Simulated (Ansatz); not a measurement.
# A hypothetical structure for CaCo3, part 2 of 2

This structure for CaCo3 is made up. Its elements were placed in a known structure type with a cell scaled to their sizes. What cell does the guess relax to, and how far off was it?

Ansatz 0.2.0; DFT, PBEsol, plane-wave PAW, files of the set soft_1, scalar-relativistic, ferromagnetic start, cell and ions relaxed at zero pressure; PAW set soft_1 (the session's first sound run).

So far: The structure; Relaxation of the guess. The relaxed cell has a = 6.178, c = 3.937 Å (conventional setting).

## Step 3: Electronic structure of the relaxed cell

With the geometry fixed, one more self-consistent run, with a narrower smearing and the mesh shown in its input, gives the bands, and its pressure, and its forces where symmetry allows any, show how far the geometry depends on these settings.

This step: DFT, PBEsol, plane-wave PAW, files of the set soft_1, scalar-relativistic, ferromagnetic start, bands and density of states at the relaxed cell; PAW set soft_1 (Ansatz 0.2.0).

Input file input.yaml:

```yaml
crystal:
  lattice:
    - [6.1781442612, 0.0, 0.0]
    - [-3.0890721306, 5.3504298784, 0.0]
    - [0.0, 0.0, 3.937313183]
  atoms:
    - { symbol: Co, position: [0.251168418, 0.125584209, 0.75], spin: 1.6 }
    - { symbol: Co, position: [0.874415791, 0.125584209, 0.75], spin: 1.6 }
    - { symbol: Co, position: [0.874415791, 0.748831582, 0.75], spin: 1.6 }
    - { symbol: Co, position: [0.748831582, 0.874415791, 0.25], spin: 1.6 }
    - { symbol: Co, position: [0.125584209, 0.874415791, 0.25], spin: 1.6 }
    - { symbol: Co, position: [0.125584209, 0.251168418, 0.25], spin: 1.6 }
    - { symbol: Ca, position: [0.6666666667, 0.3333333333, 0.25] }
    - { symbol: Ca, position: [0.3333333333, 0.6666666667, 0.75] }
magnetization:
  spin_polarized: true
kpoints:
  mp_grid: { grid: [6, 6, 8] }
  band_path:
    path:
      - [[0.0, 0.0, 0.0], [0.5, 0.0, 0.0], [0.33333333, 0.33333333, 0.0], [0.0, 0.0, 0.0], [0.0, 0.0, 0.5], [0.5, 0.0, 0.5], [0.33333333, 0.33333333, 0.5], [0.0, 0.0, 0.5]]
      - [[0.5, 0.0, 0.5], [0.5, 0.0, 0.0]]
      - [[0.33333333, 0.33333333, 0.0], [0.33333333, 0.33333333, 0.5]]
    npoints: 8
scf:
  occupations: { method: fermi_dirac, width: 0.03 }
  n_extra_bands: 17
hamiltonian:
  xc: pbesol
  pseudopotentials: { kind: paw, azcp: { folder: soft_1 }, xc_functional: pbe }
output:
  forces: true
  stress: true
  write_bands: true
  dos: { projected: true }
  write_density: true
  write_potential: true
  elf: true
  volumetric_format: npy
```

Run with:

```console
$ ansatz run input.yaml --threads 4 --pin off --max-ram 10240MiB --backend cpu --events-out ev --progress --plain --runs-dir out
```

Numbers of over 12 decimals in the logs are rounded to 6 here.

Output:

```text
Warning: the band count 78 (scf.n_extra_bands) hosts the net moment |M| = 9.6000 μB (N_el = 122) but caps the reachable moment at 2·n_bands − N_el = 34.0000 μB, below the 79 bands that the automatic rule leaves for it — a moment growing past the seed, or the majority channel's smearing tail, pins there with fewer empty majority states than that count leaves; raise or omit scf.n_extra_bands unless the cap is intended
[...]
Crystal: 8 atoms, lattice volume = 130.151 Å³
Basis set: ecut = 420 eV, 2563 PW (Γ), exchange–correlation on 90×90×54 points (8 copies of the dense FFT grid, shifted against one another)
Bands: 78, of which v1, the nominal top of the filled ones, is band 61 counted from 1 (60 counted from 0)
Symmetry: 24 space group operations
[...]
k-points: 35 of 288
[...]
Starting moments: Σ|m| = 9.6 μB on 6 of 8 sites
[...]
SCF iter   1: F=—  HF=-34146.939227 eV  |F-HF|=—  |Δ(HF+E_count)|=         —  Δρ=1.26e-1 (↑3.77e-2 ↓1.26e-1)  dr2=3.06e1  dr2_m=2.54e0  M=11.075 μB ∫|m|=11.864 μB  β_m=0.30  ethr=3.10e-3  ⟨swp⟩=6.7  Hψ=21154  notcnv=0  defer=6
[...]
SCF iter  13: F=-34142.459878 eV  HF=-34142.459878 eV  |F-HF|=7.50e-8  |Δ(HF+E_count)|=   5.13e-9  Δρ=5.08e-6 (↑2.83e-6 ↓5.08e-6)  dr2=8.51e-8  dr2_m=1.69e-9  M=9.552 μB ∫|m|=10.760 μB  ethr=8.20e-11  ⟨swp⟩=12.6  Hψ=37794  notcnv=0
SCF 1 converged in 13 iterations: F = -34142.459878 eV  dr2 = 8.51e-8
[...]
NSCF: frozen V_eff on 75 k-points
SCF converged after 13 iterations
Magnetization: 9.5521 μB (65.7761 up, 56.2239 down)
Absolute magnetization: 10.7646 μB (∫|ρ↑−ρ↓|, with the PAW one-centre terms)
[...]
Per-site moments (μB) at R_I (Å): [(1.661370, 0.960148), (1.661370, 0.960148), (1.661370, 0.960148), (1.661370, 0.960148), (1.661370, 0.960148), (1.661370, 0.960148), (-0.073205, 1.224907), (-0.073205, 1.224907)]
Free energy (F): -34142.459878 eV
[...]
Internal energy: -34142.422731 eV  (E = F + TS)
E sigma→0 (E₀):  -34142.441305 eV
Entropy (-TS):   -0.037146 eV (-4.643 meV/atom)
Fermi energy:    12.261323 eV
[...]
--- Forces (eV/Å), atoms counted from 1 ---
  atom   1  Co    -0.01237742    -0.00714611     0.00000000
  atom   2  Co     0.01237742    -0.00714611     0.00000000
  atom   3  Co     0.00000000     0.01429221     0.00000000
  atom   4  Co     0.01237742     0.00714611     0.00000000
  atom   5  Co    -0.01237742     0.00714611     0.00000000
  atom   6  Co    -0.00000000    -0.01429221     0.00000000
  atom   7  Ca    -0.00000000    -0.00000000     0.00000000
  atom   8  Ca     0.00000000     0.00000000     0.00000000
  max |Σ_I F_I| component: 3.47e-18 eV/Å
--- Stress (GPa, compression-positive) ---
       -0.097558      -0.000000       0.000000
       -0.000000      -0.097558       0.000000
        0.000000       0.000000       0.587938
  P = ⅓ Tr σ = 0.1309 GPa (1.309 kbar)
--- Band table (eV; the first three rows and the last of 70) ---
  k-point 0 ↑: bands = [... 57 lower, 10.5940, 10.7773, 10.8996, 10.8996, 11.2584, 11.6839, 11.8259, 11.8259, ... 13 higher]
  k-point 1 ↑: bands = [... 57 lower, 10.6862, 10.7911, 11.1143, 11.1143, 11.2428, 11.7256, 11.7934, 11.8665, ... 13 higher]
  k-point 2 ↑: bands = [... 57 lower, 10.7717, 10.8191, 11.1984, 11.3665, 11.4044, 11.4044, 11.8679, 12.0285, ... 13 higher]
  k-point 34 ↓: bands = [... 57 lower, 12.2470, 12.6114, 12.6114, 12.6321, 12.6321, 12.7498, 12.7498, 13.0164, ... 13 higher]
```

Run time: 20 s. Hardware: 4 threads of Intel Xeon Platinum 8488C (Sapphire Rapids), shared host; peak memory 1 GiB; 78 s of CPU time.

This step gave:

- free energy: -34142.4599 eV
- energy at zero smearing: -34142.4413 eV
- smearing term TS: 0.03715 eV
- magnetization: 9.552 μB
- absolute magnetization: 10.76 μB
- site moments: 1.661, 1.661, 1.661, 1.661, 1.661, 1.661, -0.07321, -0.07321 μB
- pressure: 0.1309 GPa

From bands.tsv, the bands that come nearest the Fermi level along the path, at its corners, in eV from the Fermi level:

```
point  band_65_up  band_66_up  band_53_dn  band_54_dn  band_55_dn  band_56_dn  band_57_dn  band_58_dn
    Γ       -0.40        0.35       -0.05        0.02        0.02        0.11        0.11        0.14
    M       -0.40        1.79       -0.43       -0.39       -0.33       -0.11        0.16        0.18
    K        0.96        0.96       -0.31       -0.22       -0.22       -0.13        0.03        0.03
    Γ       -0.40        0.35       -0.05        0.02        0.02        0.11        0.11        0.14
    A        0.91        0.91       -0.18        0.09        0.09        0.09        0.09        0.50
    L       -0.51        0.38       -0.63       -0.07       -0.07       -0.04       -0.04        0.32
    H       -0.63        0.12       -0.70       -0.11       -0.11       -0.01       -0.01        0.35
    A        0.91        0.91       -0.18        0.09        0.09        0.09        0.09        0.50
    L       -0.51        0.38       -0.63       -0.07       -0.07       -0.04       -0.04        0.32
    M       -0.40        1.79       -0.43       -0.39       -0.33       -0.11        0.16        0.18
    K        0.96        0.96       -0.31       -0.22       -0.22       -0.13        0.03        0.03
    H       -0.63        0.12       -0.70       -0.11       -0.11       -0.01       -0.01        0.35
```

Site moment by atom:

```
atom  site moment (μB)
 Co1              1.66
 Co2              1.66
 Co3              1.66
 Co4              1.66
 Co5              1.66
 Co6              1.66
 Ca7             -0.07
 Ca8             -0.07
```

Spin density in the ab plane at fractional z = 0.250, with atoms of Co and Ca within 0.2 Å of it.

Values in e/Å³, 9 rows by 16 columns, each cell a mean:
```
0.1 1.0 2.7 1.2 0.2 0.0 0.0 0.0 0.0 0.0 0.2 1.2 2.7 1.1 0.1 0.0
0.4 2.1 2.0 0.4 0.0 0.0 0.0 0.0 0.0 0.1 0.4 2.0 2.1 0.4 0.0 0.0
0.1 0.1 0.0 0.0 0.0 0.0 0.0 0.0 0.0 0.0 0.1 0.1 0.0 0.0 0.0 0.0
0.0 0.0 0.0 0.0 0.0 0.0 0.0 0.0 0.0 0.0 0.0 0.0 0.0 0.0 0.0 0.0
0.0 0.0 0.0 0.0 0.0 0.0 0.0 0.0 0.0 0.0 0.0 0.0 0.0 0.0 0.0 0.0
0.0 0.1 0.4 0.4 0.1 0.0 0.0 0.0 0.0 0.0 0.0 0.0 0.0 0.0 0.0 0.0
0.3 2.3 3.9 1.2 0.2 0.0 0.0 0.0 0.0 0.0 0.0 0.0 0.0 0.0 0.0 0.0
0.3 0.8 0.5 0.1 0.0 0.0 0.0 0.0 0.0 0.0 0.0 0.0 0.0 0.0 0.0 0.0
0.0 0.0 0.0 0.1 0.1 0.0 0.0 0.0 0.0 0.0 0.0 0.0 0.1 0.1 0.0 0.0
```
Columns run along a (6.2 Å), rows up along b (6.2 Å). Atoms in or near the plane, at fractional coordinates: Co at (0.75, 0.87), Co at (0.13, 0.87), Co at (0.13, 0.25), Ca at (0.67, 0.33).

Valence density in the ab plane at fractional z = 0.250, with atoms of Co and Ca within 0.2 Å of it. It is the smooth field of the valence electrons, not physical close to the nuclei.

Ten steps, logarithmic in the rise over the least value, from '0' (0 e/Å³) to '9' (40 e/Å³), each cell a mean:
```
14774100000257631
38984000001599621
58851000002697411
45420000002453111
11100000001110001
00000000000000000
00000000000000000
00000000000011000
00000000001343100
01232100014554100
14774100035653100
38984100135541000
58852000123310001
45421000001000001
11111000000000111
11232100000012321
```
Columns run along a (6.2 Å), rows up along b (6.2 Å). Atoms in or near the plane, at fractional coordinates: Co at (0.75, 0.87), Co at (0.13, 0.87), Co at (0.13, 0.25), Ca at (0.67, 0.33).

ELF in the ab plane at fractional z = 0.250, with atoms of Co and Ca within 0.2 Å of it. It is the smooth field of the valence electrons, not physical close to the nuclei.

Ten even steps from '_' (0.05) to '@' (0.84), each cell a mean:
```
::--====::..::----::....--++==::::
::**%%**::..------::..--##%%==::::
--****==::::------::::==##++::::::
::----::::--------::::----::::::..
......::----------::......::----..
..::--------------::....::::--::::
::----------------::....________..
::--------------::..__..----..____
::::::::::::::::..__==%%@@@@++____
....::::::......__==@@@@@@@@++__..
..::++++::....__..%%@@@@@@%%::__..
::++%%**::..::__--@@@@@@@@==__::..
--****--..--::__--%%@@%%--__::--..
::--::::--==::____::--..__::----::
::::::::::::::..______..::::::::::
::::::::......::..........::::::::
```
Columns run along a (6.2 Å), rows up along b (6.2 Å). Atoms in or near the plane, at fractional coordinates: Co at (0.75, 0.87), Co at (0.13, 0.87), Co at (0.13, 0.25), Ca at (0.67, 0.33).

## Step 4: Results

| Property | Result |
| --- | --- |
| space group, relaxed | P6_3/mmc |
| conventional cell | a = 6.178, b = 6.178, c = 3.937 Å; α = 90.0°, β = 90.0°, γ = 120.0° |
| volume per atom | 16.27 Å³ (guess 16.08) |
| total moment | 9.35 μB in the cell of 8 atoms |

**Reading.** CaCo3 relaxes to P6_3/mmc with a = 6.178, b = 6.178 and c = 3.937 Å. The guessed volume was near the relaxed one. The space group P6_3/mmc was held in the relaxation, so the end point is a stationary structure within it and may be a saddle against distortions or other arrangements. The input starts from parallel moments, and no other start was typed. Bands cross the Fermi level, so it is a metal or semimetal at this level. On the 6×6×8 mesh with the narrower smearing (relaxed on 6×6×6) the largest force component is 0.014 eV/Å and the largest stress component is 0.588 GPa, against the relaxation's thresholds of 0.015 eV/Å and 0.05 GPa. The cutoff wasn't tested. A vector of the cell changed its length by 17 %, more than the volume shows. No dispersion term is used, so weakly bound directions may come out too long. Nothing here tests whether the compound is stable against decomposition.

[Logs are printed without paths, hosts, clocks, repeated set-up lines and the standing remarks that a program may print on its own settings, such as how far it seeks lower states.]

[Hosts, paths, dates, database ids (printed as entryN), source tags and the programs' standing remarks are cut or masked in the printed files.]
